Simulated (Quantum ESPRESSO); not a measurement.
# NiO: parallel and opposed starts

Does NiO prefer parallel or opposed moments?

Calculated with Quantum ESPRESSO 7.5; PBE with U = 6 eV on Ni d (ortho-atomic projectors); plane waves with GBRV 1.5 PBE potentials, no spin-orbit coupling.

### 1. The starting structure

It takes space group Fm-3m (No. 225, cubic). Conventional cell: a = 4.172 Å, b = 4.172 Å, c = 4.172 Å, α = 90.00°, β = 90.00°, γ = 90.00°. Nearest to Ni lie 6 O at 2.09 Å. Nearest to O lie 6 Ni at 2.09 Å. Farther neighbours and most contacts between anions are not listed.

Coordinates:

```cif
data_structure
_symmetry_space_group_name_H-M 'Fm-3m'
_symmetry_Int_Tables_number 225
_cell_length_a 4.1718
_cell_length_b 4.1718
_cell_length_c 4.1718
_cell_angle_alpha 90.000
_cell_angle_beta 90.000
_cell_angle_gamma 90.000
_cell_volume 72.61
loop_
_atom_site_label
_atom_site_type_symbol
_atom_site_symmetry_multiplicity
_atom_site_Wyckoff_symbol
_atom_site_fract_x
_atom_site_fract_y
_atom_site_fract_z
_atom_site_occupancy
Ni1 Ni 4 a 0.00000 0.00000 0.00000 1
O1 O 4 b 0.50000 0.00000 0.00000 1
```

The cell comes from the Crystallography Open Database.

### 2. Run 1, typed as ferro +

The signs are those of the starting moments on the seeded atoms, the atoms that are given a moment.

pw.in

```
&CONTROL
  calculation = 'scf'
  prefix = 'pwscf'
  outdir = './tmp'
  pseudo_dir = './pseudo'
  disk_io = 'nowf'
  tprnfor = .true.
  tstress = .true.
/
&SYSTEM
  ibrav = 0
  celldm(1) = 8
  nat = 2
  ntyp = 2
  ecutwfc = 40
  ecutrho = 280
  nbnd = 20
  occupations = 'smearing'
  smearing = 'fd'
  degauss = 0.00734986
  nspin = 2
  starting_magnetization(1) = 0.1111
  starting_magnetization(2) = 0
/
&ELECTRONS
  conv_thr = 4d-09
  electron_maxstep = 150
  mixing_beta = 0.3
/
ATOMIC_SPECIES
Ni     58.6934 ni_pbe_v1.4.uspp.F.UPF
O      15.9990 o_pbe_v1.2.uspp.F.UPF
CELL_PARAMETERS alat
   0.0000000000000    0.4927228531442    0.4927228531442
   0.4927228531442    0.0000000000000    0.4927228531442
   0.4927228531442    0.4927228531442    0.0000000000000
ATOMIC_POSITIONS crystal
Ni      0.0000000000    0.0000000000    0.0000000000
O       0.5000000000    0.5000000000    0.5000000000
K_POINTS automatic
12 12 12 0 0 0
HUBBARD {ortho-atomic}
U Ni-3d 6.0000
```

The run is started by

```sh
> OMP_NUM_THREADS=1 mpirun -n 2 pw.x -nk 2 -in pw.in > pw.out
```

What it wrote:

```text
Program PWSCF v.7.5 starts

     Message from routine setup:
     using ibrav=0 with symmetry is DISCOURAGED, use correct ibrav instead

     K-points division:     npool     =       2
     Subspace diagonalization in iterative solution of the eigenvalue problem:

     G-vector sticks info
     --------------------
     sticks:   dense  smooth     PW     G-vecs:    dense   smooth      PW
     Sum         595     349    121                 9721     4279     869

     Using Slab Decomposition

     bravais-lattice index     =            0
     lattice parameter (alat)  =       8.0000  a.u.
     unit-cell volume          =     122.4921 (a.u.)^3
     number of atoms/cell      =            2
     number of atomic types    =            2
     number of electrons       =        24.00
     number of Kohn-Sham states=           20
     kinetic-energy cutoff     =      40.0000  Ry
     charge density cutoff     =     280.0000  Ry
     scf convergence threshold =      4.0E-09
     mixing beta               =       0.3000
     number of iterations used =            8  plain     mixing
     Exchange-correlation= SLA  PW   PBE  PBE
                           (   1   4   3   4   0   0   0)
     Hubbard projectors: ortho-atomic
     Hubbard parameters of DFT+U (Dudarev formulation) in eV:
     U(Ni-3d) =  6.0000

     Internal variables: lda_plus_u =T, lda_plus_u_kind = 0

     Internal variables: orbital_resolved =F, hub_pot_fix =F, apply_U = F

     celldm(1)=   8.000000  celldm(2)=   0.000000  celldm(3)=   0.000000
     celldm(4)=   0.000000  celldm(5)=   0.000000  celldm(6)=   0.000000

     crystal axes: (cart. coord. in units of alat)
               a(1) = (   0.000000   0.492723   0.492723 )
               a(2) = (   0.492723   0.000000   0.492723 )
               a(3) = (   0.492723   0.492723   0.000000 )

     reciprocal axes: (cart. coord. in units 2 pi/alat)
               b(1) = ( -1.014769  1.014769  1.014769 )
               b(2) = (  1.014769 -1.014769  1.014769 )
               b(3) = (  1.014769  1.014769 -1.014769 )

     PseudoPot. # 1 for Ni read from file:
     ni_pbe_v1.4.uspp.F.UPF
     Pseudo is Ultrasoft + core correction, Zval = 18.0
     Generated by new atomic code, or converted to UPF format
     Using radial grid of  865 points,  6 beta functions with:
                l(1) =   0
                l(2) =   0
                l(3) =   1
                l(4) =   1
                l(5) =   2
                l(6) =   2
     Q(r) pseudized with 10 coefficients,  rinner =    0.980   0.980   0.980
                                                       0.980   0.980

     PseudoPot. # 2 for O  read from file:
     o_pbe_v1.2.uspp.F.UPF
     Pseudo is Ultrasoft + core correction, Zval =  6.0
     Generated by new atomic code, or converted to UPF format
     Using radial grid of  737 points,  5 beta functions with:
                l(1) =   0
                l(2) =   0
                l(3) =   1
                l(4) =   1
                l(5) =   2
     Q(r) pseudized with  8 coefficients,  rinner =    0.900   0.900   0.900
                                                       0.900   0.900

     atomic species   valence    mass     pseudopotential
     Ni               18.00    58.69340     Ni( 1.00)
     O                 6.00    15.99900     O ( 1.00)

     Starting magnetic structure
     atomic species   magnetization
     Ni              0.111
     O               0.000

     48 Sym. Ops., with inversion, found

   Cartesian axes

     site n.     atom                  positions (alat units)
         1        Ni     tau(   1) = (   0.0000000   0.0000000   0.0000000  )
         2        O      tau(   2) = (   0.4927229   0.4927229   0.4927229  )

     number of k points=    72  Fermi-Dirac smearing, width (Ry)=  0.0073
                       cart. coord. in units 2pi/alat
        k(    1) = (   0.0000000   0.0000000   0.0000000), wk =   0.0005787
        k(    2) = (   0.0845641   0.0845641  -0.0845641), wk =   0.0046296
        k(    3) = (   0.1691282   0.1691282  -0.1691282), wk =   0.0046296
        k(    4) = (   0.2536923   0.2536923  -0.2536923), wk =   0.0046296
        k(    5) = (   0.3382564   0.3382564  -0.3382564), wk =   0.0046296
        [... 67 further k-points ...]

     Dense  grid:     9721 G-vectors     FFT dimensions: (  30,  30,  30)

     Smooth grid:     4279 G-vectors     FFT dimensions: (  24,  24,  24)

     Check: negative core charge=   -0.000014
     Generating pointlists ...
     new r_m :   0.2032 (alat units)  1.6260 (a.u.) for type    1
     new r_m :   0.2032 (alat units)  1.6260 (a.u.) for type    2

     Initial potential from superposition of free atoms

     starting charge      22.0000, renormalised to      24.0000

     STARTING HUBBARD OCCUPATIONS:

     =================== HUBBARD OCCUPATIONS ===================
     ------------------------ ATOM    1 ------------------------
     Tr[ns(  1)] (up, down, total) =   5.00000  3.00000  8.00000
     Atomic magnetic moment for atom   1 =   2.00000
     [... lines left out ...]
     Number of occupied Hubbard levels =    8.0000

     Atomic wfc used for Hubbard projectors are orthogonalized

     Starting wfcs are   17 randomized atomic wfcs +    3 random wfcs

     Self-consistent Calculation

     iteration #  1     ecut=    40.00 Ry     beta= 0.30
     Davidson diagonalization with overlap
     ethr =  1.00E-02,  avg # of iterations =  6.0

     =================== HUBBARD OCCUPATIONS ===================
     ------------------------ ATOM    1 ------------------------
     Tr[ns(  1)] (up, down, total) =   3.35047  0.79800  4.14847
     Atomic magnetic moment for atom   1 =   2.55247
     [... lines left out ...]
     Number of occupied Hubbard levels =    4.1485

     total energy              =    -367.82096645 Ry
     estimated scf accuracy    <      26.89378483 Ry

     total magnetization       =     2.75 Bohr mag/cell
     absolute magnetization    =     2.80 Bohr mag/cell

     iteration #  2     ecut=    40.00 Ry     beta= 0.30
     Davidson diagonalization with overlap
     ethr =  1.00E-02,  avg # of iterations =  3.1

     total energy              =    -373.82751913 Ry
     estimated scf accuracy    <      10.59608613 Ry

     total magnetization       =     0.22 Bohr mag/cell
     absolute magnetization    =     0.22 Bohr mag/cell

     iteration #  3     ecut=    40.00 Ry     beta= 0.30
     Davidson diagonalization with overlap
     ethr =  1.00E-02,  avg # of iterations =  2.0

     total energy              =    -375.20689119 Ry
     estimated scf accuracy    <       0.39949353 Ry

     total magnetization       =     2.00 Bohr mag/cell
     absolute magnetization    =     2.02 Bohr mag/cell

     [... further iterations left out ...]

     iteration #  9     ecut=    40.00 Ry     beta= 0.30
     Davidson diagonalization with overlap
     ethr =  7.09E-08,  avg # of iterations =  1.0

     total energy              =    -375.41719190 Ry
     estimated scf accuracy    <       0.00000399 Ry

     total magnetization       =     2.00 Bohr mag/cell
     absolute magnetization    =     2.01 Bohr mag/cell

     iteration # 10     ecut=    40.00 Ry     beta= 0.30
     Davidson diagonalization with overlap
     ethr =  1.66E-08,  avg # of iterations =  1.5

     total energy              =    -375.41719952 Ry
     estimated scf accuracy    <       0.00000008 Ry

     total magnetization       =     2.00 Bohr mag/cell
     absolute magnetization    =     2.01 Bohr mag/cell

     iteration # 11     ecut=    40.00 Ry     beta= 0.30
     Davidson diagonalization with overlap
     ethr =  3.42E-10,  avg # of iterations =  2.0

     total energy              =    -375.41720286 Ry
     estimated scf accuracy    <          6.9E-09 Ry

     total magnetization       =     2.00 Bohr mag/cell
     absolute magnetization    =     2.01 Bohr mag/cell

     iteration # 12     ecut=    40.00 Ry     beta= 0.30
     Davidson diagonalization with overlap
     ethr =  2.89E-11,  avg # of iterations =  2.0

     Magnetic moment per site  (integrated on atomic sphere of radius R)
     atom   1 (R=0.203)  charge= 15.6076  magn=  1.7295
     atom   2 (R=0.203)  charge=  5.7392  magn=  0.2096

     End of self-consistent calculation

     =================== HUBBARD OCCUPATIONS ===================
     ------------------------ ATOM    1 ------------------------
     Tr[ns(  1)] (up, down, total) =   4.97593  3.22432  8.20025
     Atomic magnetic moment for atom   1 =   1.75161
     [... lines left out ...]
     Number of occupied Hubbard levels =    8.2003

     Number of k-points >= 100: set verbosity='high' to print the bands.

     the Fermi energy is    14.7813 ev

!    total energy              =    -375.41720605 Ry
     estimated scf accuracy    <          2.9E-09 Ry
     smearing contrib. (-TS)   =      -0.00000011 Ry
     internal energy E=F+TS    =    -375.41720594 Ry

     The total energy is F=E-TS. E is the sum of the following terms:
     one-electron contribution =    -215.87887516 Ry
     hartree contribution      =     122.59123499 Ry
     xc contribution           =     -42.96693304 Ry
     ewald contribution        =    -239.22330751 Ry
     Hubbard energy            =       0.06067477 Ry

     total magnetization       =     2.00 Bohr mag/cell
     absolute magnetization    =     2.01 Bohr mag/cell

     convergence has been achieved in  12 iterations

     Forces acting on atoms (cartesian axes, Ry/au):

     atom    1 type  1   force =     0.00000000    0.00000000    0.00000000
     atom    2 type  2   force =     0.00000000    0.00000000    0.00000000

     Total force =     0.000000     Total SCF correction =     0.000000

     Computing stress (Cartesian axis) and pressure

          total   stress  (Ry/bohr**3)                   (kbar)     P=      113.39
   0.00077083   0.00000000  -0.00000000          113.39        0.00       -0.00
   0.00000000   0.00077083  -0.00000000            0.00      113.39       -0.00
  -0.00000000  -0.00000000   0.00077083           -0.00       -0.00      113.39

=------------------------------------------------------------------------------=
   JOB DONE.
=------------------------------------------------------------------------------=
```

Elapsed: 19 s, on 2 MPI ranks of Arm Neoverse V1, shared host; peak memory 0.17 GiB; 38 s of CPU time.

Spin moment in the atom's sphere by atom:

```
atom  spin moment in the atom's sphere (μB)
 Ni1                                   1.73
  O2                                   0.21
```

Read from the output:

```
smearing term TS       : 1.51e-6 eV
pressure               : 11.34 GPa
magnetization          : 2 μB
absolute magnetization : 2.014 μB
final state            : ferromagnetic
```

Spin density in the ac plane of the conventional cell at fractional y = 0.000, with atoms of Ni and O within 0.2 Å of it.

Ten even steps from '0' (0.0 e/Å³) to '9' (5.4 e/Å³), each cell a mean:
```
82000000000014
30000000000001
00000000000000
00000000000000
00000001000000
00000026100000
00000389610000
00000148200000
00000013000000
00000000000000
00000000000000
10000000000000
61000000000002
96100000000038
```
Columns run along a (4.2 Å), rows up along c (4.2 Å), edges of the conventional cell, whose origin can differ from the input's. Atoms in or near the plane, at fractional coordinates: Ni at (0.00, 0.00), Ni at (0.50, 0.50), O at (0.50, 0.00), O at (0.00, 0.50).

Valence density in the ac plane of the conventional cell at fractional y = 0.000, with atoms of Ni and O within 0.2 Å of it. It is the smooth field of the valence electrons, not physical close to the nuclei.

Values in e/Å³, 14 rows by 14 columns, each cell a mean:
```
32 14  2  0  1  2  5  6  4  1  0  1  5 24
 7  3  1  0  0  1  2  3  2  1  0  0  1  5
 1  1  0  0  0  0  1  1  1  0  0  0  0  1
 1  0  0  0  0  0  0  1  0  0  0  0  0  0
 2  1  0  0  0  1  2  2  1  0  0  0  1  1
 5  3  1  0  1  3 14 19  8  1  0  1  2  4
 7  5  2  1  1  7 32 39 19  2  1  1  3  6
 6  4  1  0  1  5 24 32 14  2  0  1  2  5
 3  2  1  0  0  1  5  7  3  1  0  0  1  2
 1  1  0  0  0  0  1  1  1  0  0  0  0  1
 1  0  0  0  0  0  0  1  0  0  0  0  0  0
 2  1  0  0  0  1  1  2  1  0  0  0  1  2
19  8  1  0  1  2  4  5  3  1  0  1  3 14
39 19  2  1  1  3  6  7  5  2  1  1  7 32
```
Columns run along a (4.2 Å), rows up along c (4.2 Å), edges of the conventional cell, whose origin can differ from the input's. Atoms in or near the plane, at fractional coordinates: Ni at (0.00, 0.00), Ni at (0.50, 0.50), O at (0.50, 0.00), O at (0.00, 0.50).

[end of part 1 of 2]

[Logs and program files are shortened in this print: banners, set-up blocks, solver, clock and traceback lines can be left out without a mark of their own.]

[Logs are printed without paths, hosts, clocks, repeated set-up lines and the standing remarks that a program may print on its own settings, such as how far it seeks lower states.]

[Hosts, paths, dates, database ids (printed as entryN), source tags and the programs' standing remarks are cut or masked in the printed files.]

[Where a cell is said to come from a database of computed structures, the database is the Materials Project.]
